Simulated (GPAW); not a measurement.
# O K-edge XANES of MnO2 (Pnnm), part 3 of 3

Aim: the dependence of the O K near-edge features of MnO2 (Pnnm) on volume.

GPAW 26.7.0; X-ray absorption from dipole matrix elements to empty bands, plane-wave PAW LDA+U.

So far. Step 4 (Spectrum with FCH, O atom 3): The hole costs E(hole) − E(ground) = 518.01 eV, and the lowest empty level of the hole cell on the spectrum's mesh lies at 5.94 eV, which puts the zero at 523.95 eV. The functional and the charged cell's background leave an error in such absolute values: in the free atom LDA prices this hole 4.1 eV below PBE (computed apart), and PBE is itself good to a few eV. Step 6 (Spectrum with FCH, O atom 3): The scaled spectrum changes by 20 % r.m.s.

## (7) Supercell without a hole, the energy reference

Level of this step: plane-wave PAW DFT, LDA+U, self-consistent field (GPAW).

The cell changes for the next run, so it gets a reference energy of its own.

The cell differs from the one that the last finished run ended in (a 5.030 → 5.139 Å, b 5.030 → 5.139 Å, c 5.137 → 5.248 Å).

The input, scf.py:

```python
import numpy as np
from ase import Atoms
from ase.parallel import parprint, paropen
from gpaw import GPAW, PW, FermiDirac, Mixer, MixerDif, setup_paths
from gpaw.test import gen
setup_paths.insert(0, '.')
gen('O', name='nch1s', xcname='LDA', corehole=(1, 0, 0), write_xml=True)
from gpaw.mpi import world
world.barrier()

atoms = Atoms('Mn4O8',
    cell=[[-4.28682979, 0, -2.83356092],
     [4.28682979, 0, -2.83356092],
     [0, -4.41723572, -2.83356092]],
    scaled_positions=[[0.75, 0.25, 0.5],
     [0.25, 0.75, 0.5],
     [0, 0, 0],
     [0.5, 0.5, 0],
     [0.05448516, 0.26847751, 0.17703733],
     [0.55448515, 0.76847752, 0.17703733],
     [0.01847751, 0.30448516, 0.67703733],
     [0.51847752, 0.80448515, 0.67703733],
     [0.98152248, 0.69551485, 0.32296267],
     [0.48152249, 0.19551484, 0.32296267],
     [0.44551485, 0.23152249, 0.82296267],
     [0.94551485, 0.73152248, 0.82296267]],
    magmoms=[4.0, 4.0, -4.0, -4.0, 0.0, 0.0, 0.0, 0.0, 0.0, 0.0, 0.0, 0.0],
    pbc=True)
atoms.calc = calc = GPAW(legacy_gpaw=True, mode=PW(500), xc='LDA', setups={'Mn': ':d,3.9', 4: 'nch1s'},
    kpts={'size': (3, 3, 3), 'gamma': True}, occupations=FermiDirac(0.02),
    charge=0, mixer=MixerDif(0.05, 8, 50), maxiter=150,
    convergence={'density': 0.0001}, txt='scf.txt')
energy = atoms.get_potential_energy() + calc.get_reference_energy()
ef = calc.get_fermi_level()
out = dict(energy=energy, fermi=ef, forces=atoms.get_forces().tolist(), magmoms=atoms.get_magnetic_moments().tolist())
parprint(f'all-electron energy {energy:.4f} eV, Fermi level {ef:.4f} eV')
ev = np.array([[calc.get_eigenvalues(k, s) for k in range(len(calc.get_ibz_k_points()))] for s in range(calc.get_number_of_spins())])
out['homo'], out['lumo'], out['counts'] = ev[ev < ef].max(), ev[ev > ef].min(), sorted(set((ev < ef).sum((0, 2)).tolist()))
out['filled'] = (ev[:, 0] < ef).sum(1).tolist()
import json
with paropen('out.json', 'w') as f:
    json.dump(out, f)
```

Command:

```bash
OMP_NUM_THREADS=1 mpirun -n 2 gpaw python scf.py
```

Numbers of over 12 decimals in the logs are rounded to 6 here.

Log:

```text
Input parameters:
  convergence: {density: 0.0001}
  kpts: {gamma: True,
         size: (3, 3, 3)}
  maxiter: 150
  mixer: {backend: pulay,
          beta: 0.05,
          method: difference,
          nmaxold: 8,
          weight: 50}
  mode: {ecut: 500.0,
         name: pw}
  occupations: {fixmagmom: False,
                name: fermi-dirac,
                width: 0.02}
  setups: {4: nch1s,
           Mn: :d,3.9}

[...]
2s(2) :    -0.872866     1.079797
*s    :     0.127134
2p(4) :    -0.337925     0.876472
*p    :     0.662075
*d    :     0.000000
--------------------------------

Diagonalizing with gridspacing h=0.050

state   all-electron     PAW
-------------------------------
2s:      -0.872866    -0.873954
2p:      -0.337925    -0.341740
*d:                    0.050276
*f:                    0.077289
-------------------------------
all-electron energy -142143.4214 eV, Fermi level 6.2848 eV
[key lines of the parts left out:]
Converged after 27 iterations.
Dipole moment: (-0.000002, 0.000000, -0.000001) |e|*Ang
Free energy:    -98.268964
Fermi level: 6.28478
```

The job ended after 2.7 min (2 MPI ranks of Arm Neoverse V1, shared host; peak memory 0.39 GiB; 5.4 min of CPU time).

Reference energy: -142143.421 eV with the cores included.

## (8) Spectrum with FCH, O atom 3

Shorter bonds are expected to push antibonding states and scattering resonances up, and longer ones down; the cell is scaled to test that.

Changed against the first core-hole run: volume scale from 1 to 0.97.

The input, xas.py:

```python
import numpy as np
from ase import Atoms
from ase.parallel import parprint, paropen
from gpaw import GPAW, PW, FermiDirac, Mixer, MixerDif, setup_paths
from gpaw.test import gen
setup_paths.insert(0, '.')
gen('O', name='fch1s', xcname='LDA', corehole=(1, 0, 1), write_xml=True)
from gpaw.mpi import world
world.barrier()

atoms = Atoms('Mn4O8',
    cell=[[-4.28682979, 0, -2.83356092],
     [4.28682979, 0, -2.83356092],
     [0, -4.41723572, -2.83356092]],
    scaled_positions=[[0.75, 0.25, 0.5],
     [0.25, 0.75, 0.5],
     [0, 0, 0],
     [0.5, 0.5, 0],
     [0.05448516, 0.26847751, 0.17703733],
     [0.55448515, 0.76847752, 0.17703733],
     [0.01847751, 0.30448516, 0.67703733],
     [0.51847752, 0.80448515, 0.67703733],
     [0.98152248, 0.69551485, 0.32296267],
     [0.48152249, 0.19551484, 0.32296267],
     [0.44551485, 0.23152249, 0.82296267],
     [0.94551485, 0.73152248, 0.82296267]],
    magmoms=[4.0, 4.0, -4.0, -4.0, 0.0, 0.0, 0.0, 0.0, 0.0, 0.0, 0.0, 0.0],
    pbc=True)
atoms.calc = calc = GPAW(legacy_gpaw=True, mode=PW(500), xc='LDA', setups={'Mn': ':d,3.9', 4: 'fch1s'},
    kpts={'size': (3, 3, 3), 'gamma': True}, occupations=FermiDirac(0.02),
    charge=0, mixer=MixerDif(0.05, 8, 50), maxiter=150,
    convergence={'density': 0.0001}, txt='scf.txt')
energy = atoms.get_potential_energy() + calc.get_reference_energy()
ef = calc.get_fermi_level()
out = dict(energy=energy, fermi=ef, forces=atoms.get_forces().tolist(), magmoms=atoms.get_magnetic_moments().tolist())
parprint(f'all-electron energy {energy:.4f} eV, Fermi level {ef:.4f} eV')
ev = np.array([[calc.get_eigenvalues(k, s) for k in range(len(calc.get_ibz_k_points()))] for s in range(calc.get_number_of_spins())])
out['homo'], out['lumo'], out['counts'] = ev[ev < ef].max(), ev[ev > ef].min(), sorted(set((ev < ef).sum((0, 2)).tolist()))
out['filled'] = (ev[:, 0] < ef).sum(1).tolist()

from ase.units import Ha
from gpaw.xas import dipole_matrix_elements
nb = int(calc.get_number_of_electrons() / 2) + 87
top, nb = nb, nb + 8 + nb // 12
nscf = calc.fixed_density(kpts={'size': (4, 4, 4), 'gamma': True}, nbands=nb,
    convergence={'bands': top, 'eigenstates': 1e-5}, maxiter=60, txt='nscf.txt')
cell = atoms.cell.array
ops = [cell.T @ U.T @ np.linalg.inv(cell.T) for U in nscf.wfs.kd.symmetry.op_scc]
filled = [54, 54]  # bands filled in the ground state, by spin
E = np.arange(-6, 34, 0.1)
fwhm = np.interp(E, [4, 25], [0.9, 3.5])
Y, X, zero, highest = 0, 0, 1e9, 1e9
for spin in range(nscf.get_number_of_spins()):
    wfs = nscf.wfs
    A = dipole_matrix_elements(wfs.setups[4])
    eps = np.zeros((wfs.kd.nibzkpts, nb))
    d = np.zeros((3, A.shape[1], wfs.kd.nibzkpts, nb), complex)
    for kpt in wfs.kpt_u:
        if kpt.s == spin and 4 in kpt.P_ani:
            eps[kpt.k] = kpt.eps_n * Ha
            d[:, :, kpt.k] = (kpt.weight * wfs.nspins / 2) ** 0.5 * np.inner(A, kpt.P_ani[4])
    world.sum(eps)
    world.sum(d)
    T = np.einsum('amkn,bmkn->abkn', d, d.conj()).real
    T = sum(np.einsum('ai,ijkn,bj->abkn', R, T, R) for R in ops) / len(ops)
    empty = np.ones_like(eps, bool) & (np.arange(nb) >= filled[spin])
    zero, highest = min(zero, eps[empty].min()), min(highest, eps[:, top - 1].min())
    lines = [(eps, T, empty)] if spin == 0 else lines + [(eps, T, empty)]
for eps, T, empty in lines:
    f = np.einsum('aakn->akn', T).reshape(3, -1)
    x = eps.ravel() - zero
    w = np.interp(x, E, fwhm) / 2.35482
    g = np.exp(-0.5 * ((E[:, None] - x) / w) ** 2) / (w * (2 * np.pi) ** 0.5)
    Y = Y + (f * empty.ravel()) @ g.T
    X = X + (f * ~empty.ravel()) @ g.T
out.update(E=E.round(2).tolist(), xas=Y.tolist(), xes=X.tolist(), zero=zero, valid=highest - zero, nk=len(eps), nb=nb)
for i in range(0, len(E), 10):
    parprint(f'{E[i]:7.2f}', *(f'{v:10.3e}' for v in Y[:, i]))
import json
with paropen('out.json', 'w') as f:
    json.dump(out, f)
```

Command:

```bash
OMP_NUM_THREADS=1 mpirun -n 2 gpaw python xas.py
```

Log:

```text
Input parameters:
  convergence: {density: 0.0001}
  kpts: {gamma: True,
         size: (3, 3, 3)}
  maxiter: 150
  mixer: {backend: pulay,
          beta: 0.05,
          method: difference,
          nmaxold: 8,
          weight: 50}
  mode: {ecut: 500.0,
         name: pw}
  occupations: {fixmagmom: False,
                name: fermi-dirac,
                width: 0.02}
  setups: {4: fch1s,
           Mn: :d,3.9}

[...]
2s:      -1.594915    -1.596334
2p:      -1.067100    -1.073375
*d:                   -0.060686
*f:                   -0.013559
-------------------------------
all-electron energy -141625.7561 eV, Fermi level 6.1724 eV
  -6.00  2.442e-61  1.098e-60  1.833e-63
  -5.00  6.588e-45  2.649e-44  1.655e-46
  -4.00  2.212e-31  7.084e-31  1.629e-32
  -3.00  1.016e-20  2.250e-20  1.790e-21
[...]
32.00  7.500e-05  5.611e-05  8.005e-05
  33.00  7.039e-05  6.048e-05  9.777e-05
[key lines of the parts left out:]
Converged after 24 iterations.
Dipole moment: (0.053292, 0.104102, 0.356181) |e|*Ang
Free energy:   -131.270361
Fermi level: 6.17239
```

Elapsed: 9.2 min, on 2 MPI ranks; peak memory 0.73 GiB.

```tsv
E (eV)	first run	this run
-2.0	0.00	0.00
-1.0	0.00	0.00
0.0	0.25	0.20
1.0	1.56	1.55
2.0	0.80	0.96
3.0	1.15	1.08
4.0	1.71	1.76
5.0	0.09	0.11
6.0	0.00	0.00
7.0	0.00	0.00
8.0	0.04	0.03
9.0	0.19	0.16
10.0	0.59	0.52
11.0	1.28	1.19
12.0	1.67	1.62
13.0	1.69	1.64
14.0	2.02	1.90
15.0	2.31	2.23
16.0	1.93	2.01
17.0	1.27	1.43
18.0	0.76	0.88
19.0	0.49	0.54
20.0	0.39	0.40
21.0	0.39	0.38
22.0	0.43	0.41
23.0	0.49	0.47
24.0	0.55	0.53
25.0	0.60	0.58
26.0	0.60	0.61
27.0	0.58	0.59
28.0	0.56	0.56
29.0	0.54	0.54
30.0	0.54	0.53
31.0	0.54	0.53
32.0	0.57	0.54
```

The scaled spectrum changes by 6 % r.m.s. The highest intensity below 16 eV goes from 15.0 eV (2.31) to 15.1 eV (2.24).

The photon energy of the zero moves by +0.15 eV.

## (9) Supercell without a hole, the energy reference

The cell changes for the next run, so it gets a reference energy of its own.

The cell differs from the one that the last finished run ended in (a 5.139 → 5.243 Å, b 5.139 → 5.243 Å, c 5.248 → 5.354 Å).

Changes to scf.py since step 7:

```diff
@@ -11,5 +11,5 @@
 atoms = Atoms('Mn4O8',
-    cell=[[-4.28682979, 0, -2.83356092],
-     [4.28682979, 0, -2.83356092],
-     [0, -4.41723572, -2.83356092]],
+    cell=[[-4.37345575, 0, -2.89082],
+     [4.37345575, 0, -2.89082],
+     [0, -4.50649686, -2.89082]],
     scaled_positions=[[0.75, 0.25, 0.5],
```

Command:

```bash
OMP_NUM_THREADS=1 mpirun -n 2 gpaw python scf.py
```

Log:

```text
Input parameters:
  convergence: {density: 0.0001}
  kpts: {gamma: True,
         size: (3, 3, 3)}
  maxiter: 150
  mixer: {backend: pulay,
          beta: 0.05,
          method: difference,
          nmaxold: 8,
          weight: 50}
  mode: {ecut: 500.0,
         name: pw}
  occupations: {fixmagmom: False,
                name: fermi-dirac,
                width: 0.02}
  setups: {4: nch1s,
           Mn: :d,3.9}

[...]
2s(2) :    -0.872866     1.079797
*s    :     0.127134
2p(4) :    -0.337925     0.876472
*p    :     0.662075
*d    :     0.000000
--------------------------------

Diagonalizing with gridspacing h=0.050

state   all-electron     PAW
-------------------------------
2s:      -0.872866    -0.873954
2p:      -0.337925    -0.341740
*d:                    0.050276
*f:                    0.077289
-------------------------------
all-electron energy -142143.1885 eV, Fermi level 5.4480 eV
[key lines of the parts left out:]
Converged after 21 iterations.
Dipole moment: (-0.000002, 0.000000, -0.000001) |e|*Ang
Free energy:    -98.036085
Fermi level: 5.44798
```

Wall time 2.1 min (2 MPI ranks); peak memory 0.4 GiB.

Reference energy: -142143.188 eV with the cores included.

## (10) Spectrum with FCH, O atom 3

Shorter bonds are expected to push antibonding states and scattering resonances up, and longer ones down; the cell is scaled to test that.

Changed against the first core-hole run: volume scale from 1 to 1.03.

Changes to xas.py since step 8:

```diff
@@ -11,5 +11,5 @@
 atoms = Atoms('Mn4O8',
-    cell=[[-4.28682979, 0, -2.83356092],
-     [4.28682979, 0, -2.83356092],
-     [0, -4.41723572, -2.83356092]],
+    cell=[[-4.37345575, 0, -2.89082],
+     [4.37345575, 0, -2.89082],
+     [0, -4.50649686, -2.89082]],
     scaled_positions=[[0.75, 0.25, 0.5],
@@ -42,3 +42,3 @@
 from gpaw.xas import dipole_matrix_elements
-nb = int(calc.get_number_of_electrons() / 2) + 87
+nb = int(calc.get_number_of_electrons() / 2) + 91
 top, nb = nb, nb + 8 + nb // 12
```

Command:

```bash
OMP_NUM_THREADS=1 mpirun -n 2 gpaw python xas.py
```

Log:

```text
Input parameters:
  convergence: {density: 0.0001}
  kpts: {gamma: True,
         size: (3, 3, 3)}
  maxiter: 150
  mixer: {backend: pulay,
          beta: 0.05,
          method: difference,
          nmaxold: 8,
          weight: 50}
  mode: {ecut: 500.0,
         name: pw}
  occupations: {fixmagmom: False,
                name: fermi-dirac,
                width: 0.02}
  setups: {4: fch1s,
           Mn: :d,3.9}

[...]
2s:      -1.594915    -1.596334
2p:      -1.067100    -1.073375
*d:                   -0.060686
*f:                   -0.013559
-------------------------------
all-electron energy -141624.8573 eV, Fermi level 5.3231 eV
  -6.00  2.295e-61  1.256e-60  8.849e-63
  -5.00  7.943e-45  3.168e-44  6.571e-46
  -4.00  3.513e-31  9.156e-31  5.392e-32
  -3.00  1.957e-20  3.257e-20  5.074e-21
[...]
32.00  7.222e-05  6.138e-05  1.005e-04
  33.00  7.581e-05  6.815e-05  1.219e-04
[key lines of the parts left out:]
Converged after 24 iterations.
Dipole moment: (0.052121, 0.097868, 0.346806) |e|*Ang
Free energy:   -130.371605
Fermi level: 5.32305
```

The job ended after 9.5 min (2 MPI ranks; peak memory 0.77 GiB).

```tsv
E (eV)	first run	this run
-2.0	0.00	0.00
-1.0	0.00	0.00
0.0	0.25	0.32
1.0	1.56	1.54
2.0	0.80	0.65
3.0	1.15	1.23
4.0	1.71	1.68
5.0	0.09	0.08
6.0	0.00	0.00
7.0	0.00	0.00
8.0	0.04	0.06
9.0	0.19	0.23
10.0	0.59	0.67
11.0	1.28	1.38
12.0	1.67	1.72
13.0	1.69	1.75
14.0	2.02	2.13
15.0	2.31	2.34
16.0	1.93	1.81
17.0	1.27	1.12
18.0	0.76	0.67
19.0	0.49	0.45
20.0	0.39	0.39
21.0	0.39	0.40
22.0	0.43	0.45
23.0	0.49	0.52
24.0	0.55	0.57
25.0	0.60	0.60
26.0	0.60	0.60
27.0	0.58	0.57
28.0	0.56	0.56
29.0	0.54	0.55
30.0	0.54	0.55
31.0	0.54	0.56
32.0	0.57	0.61
```

Against the first run the r.m.s. difference is 6 %. The highest intensity below 16 eV goes from 15.0 eV (2.31) to 14.8 eV (2.36).

The photon energy of the zero moves by -0.14 eV.

## (11) The volumes side by side

```tsv
volume	nearest distance (Å)	shift of the zero (eV)	maximum 1 (eV above own zero)	maximum 2 (eV above own zero)	maximum 3 (eV above own zero)	maximum 4 (eV above own zero)
0.91	1.821	+0.44	1.2	2.4	3.9	15.4
0.97	1.860	+0.15	1.0	2.5	3.8	15.1
1	1.879	+0.00	0.9	2.6	3.8	15.0
1.03	1.898	-0.14	0.9	2.7	3.8	14.8
```

The curves, each shifted by its zero's change so that they share one photon-energy axis, counted from the zero at V × 1:

```tsv
E (eV)	V × 0.91	V × 0.97	V × 1	V × 1.03
-2.0	0.00	0.00	0.00	0.00
-1.0	0.00	0.00	0.00	0.00
0.0	0.02	0.11	0.25	0.51
1.0	0.76	1.47	1.56	1.39
2.0	1.29	0.90	0.80	0.78
3.0	1.34	1.16	1.15	1.26
4.0	1.46	1.90	1.71	1.36
5.0	0.79	0.20	0.09	0.04
6.0	0.03	0.00	0.00	0.00
7.0	0.00	0.00	0.00	0.01
8.0	0.00	0.02	0.04	0.07
9.0	0.05	0.13	0.19	0.28
10.0	0.22	0.45	0.59	0.76
11.0	0.69	1.08	1.28	1.47
12.0	1.35	1.60	1.67	1.72
13.0	1.55	1.63	1.69	1.78
14.0	1.59	1.84	2.02	2.20
15.0	1.90	2.21	2.31	2.30
16.0	2.07	2.07	1.93	1.71
17.0	1.84	1.52	1.27	1.04
18.0	1.44	0.95	0.76	0.62
19.0	0.94	0.57	0.49	0.44
20.0	0.57	0.41	0.39	0.39
21.0	0.40	0.38	0.39	0.41
22.0	0.37	0.40	0.43	0.46
23.0	0.40	0.46	0.49	0.53
24.0	0.45	0.52	0.55	0.58
25.0	0.51	0.57	0.60	0.61
26.0	0.57	0.60	0.60	0.60
27.0	0.61	0.60	0.58	0.57
28.0	0.60	0.57	0.56	0.55
29.0	0.57	0.54	0.54	0.55
30.0	0.54	0.53	0.54	0.55
31.0	0.52	0.53	0.54	0.57
32.0	0.51	0.54	0.57	0.62
```

## (12) What came out

| Item | Value |
| --- | --- |
| absorber and edge | O K, atom 3 of the ground-state input (counted from 1) |
| surroundings | 2 Mn at 1.88 Å and 1 Mn at 1.90 Å (distorted trigonal planar, site symmetry m) |
| highest intensity below 16 eV | 15.0 eV above the zero, height 2.31 |
| photon energy of the zero (spin-polarised hole, raw) | 523.9 eV (LDA puts this hole about 4 eV below PBE, itself good to a few eV) |

What this shows: From V × 0.91 to V × 1.03 the nearest distance grows by 0.077 Å and the zero moves by -0.58 eV. Above their own zero, the maxima move from 1.2 to 0.9 eV, from 2.4 to 2.7 eV, from 3.9 to 3.8 eV and from 15.4 to 14.8 eV. The O K edge of atom 3, with 2 Mn at 1.88 Å and 1 Mn at 1.90 Å (distorted trigonal planar, site symmetry m), has its highest intensity of the first 16 eV at 15.0 eV above the zero, near 539 eV in photon energy (LDA puts this hole about 4 eV below PBE, itself good to a few eV), 2.3 times the mean level of the first 20 eV (Gaussian full width 0.9 eV up to 4 eV, rising linearly to 3.5 eV at 25 eV). At the O K edge of atom 3 polarisation matters most near 16.4 eV, where the curves differ by 1.1 on this scale. The hole lies in one spin channel, while the script sums the empty states of both and takes the lower zero; where the two channels are split, this blurs and shifts the curve. The spins start antiferromagnetically in a simple order, which needn't be the measured one; gap and edge can depend on it. The holes are only 5.2 Å apart, so the shape is probably not converged with cell size; no larger cell was run here. The mesh is coarse (0.37 Å⁻¹ between points), so small maxima may be mesh ripples. The structure is a computed Materials Project entry and may be a hypothetical form.

[Banner, clock and machine lines of the logs are left out without a mark of their own.]

[Logs are printed without paths, hosts, clocks, repeated set-up lines and the standing remarks that a program may print on its own settings, such as how far it seeks lower states.]

[Hosts, paths, dates, database ids (printed as entryN), source tags and the programs' standing remarks are cut or masked in the printed files.]

[Lists of maxima count a maximum above −3 eV only where it reaches 4 % of the highest in the window and stands out from its surroundings by 2 % of it (1.5 % where it reaches 55 %); shoulders and weaker maxima are passed over, and of the rest the first, up to two pre-edge ones and the few strongest are named.]
